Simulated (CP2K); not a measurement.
Consider thiophene at its PBE geometry (Å).

```xyz
9

C     0.5330   -0.8448    0.0838
C    -0.8511   -0.5137    0.1271
C    -1.0764    0.8341   -0.0469
S     0.3962    1.6921   -0.2624
C     1.3316    0.2581   -0.1221
H     0.9251   -1.8532    0.2003
H    -1.6480   -1.2389    0.2789
H    -2.0242    1.3632   -0.0618
H     2.4138    0.3031   -0.1969
```

Method: CP2K XAS_TDP, all-electron GAPW, PBEh(45%), aug-cc-pVDZ, TDA, GW2X-corrected core level, no relativity.

Predict the bright core excitations at the C K edge.

Leading lines: C1 287.46 eV and C3 287.08 eV. The leading line of an atom is its first one with 35 % of the strongest within 2.5 eV of its lowest line over the strength cut. Core ionisation energies at this level: C1 291.84 and C3 291.98 eV.

The first six lines of each atom with a strength over 0.0015:

```csv
atom,energy (eV),states,"strength, one atom",above the computed threshold
"C1 (bonded to 2 C and H), 2 alike",287.46,1,0.0451,
,289.70,1,0.0098,
,289.97,1,0.0097,
,290.72,1,0.0033,
,291.02,1,0.0025,
,291.69,1,0.0020,
"C3 (bonded to C, S and H), 2 alike",287.08,1,0.0488,
,289.63,1,0.0296,
,290.12,1,0.0137,
,291.06,1,0.0052,
,291.74,1,0.0027,
,291.85,1,0.0025,
```

Lines are vertical, at one geometry, with no vibrational structure. GW2X ionisation energies and lines can be off by 1 to 2 eV either way, and a good line position may hide errors that cancel. These values hold no scalar relativity, about 0.1 eV for C 1s. Rydberg lines, and the discretised continuum above threshold, depend on the basis and the box.

[Banner, clock and machine lines of the logs are left out without a mark of their own.]

[Logs are printed without paths, hosts, clocks, repeated set-up lines and the standing remarks that a program may print on its own settings, such as how far it seeks lower states.]

[Hosts, paths, dates, database ids (printed as entryN), source tags and the programs' standing remarks are cut or masked in the printed files.]
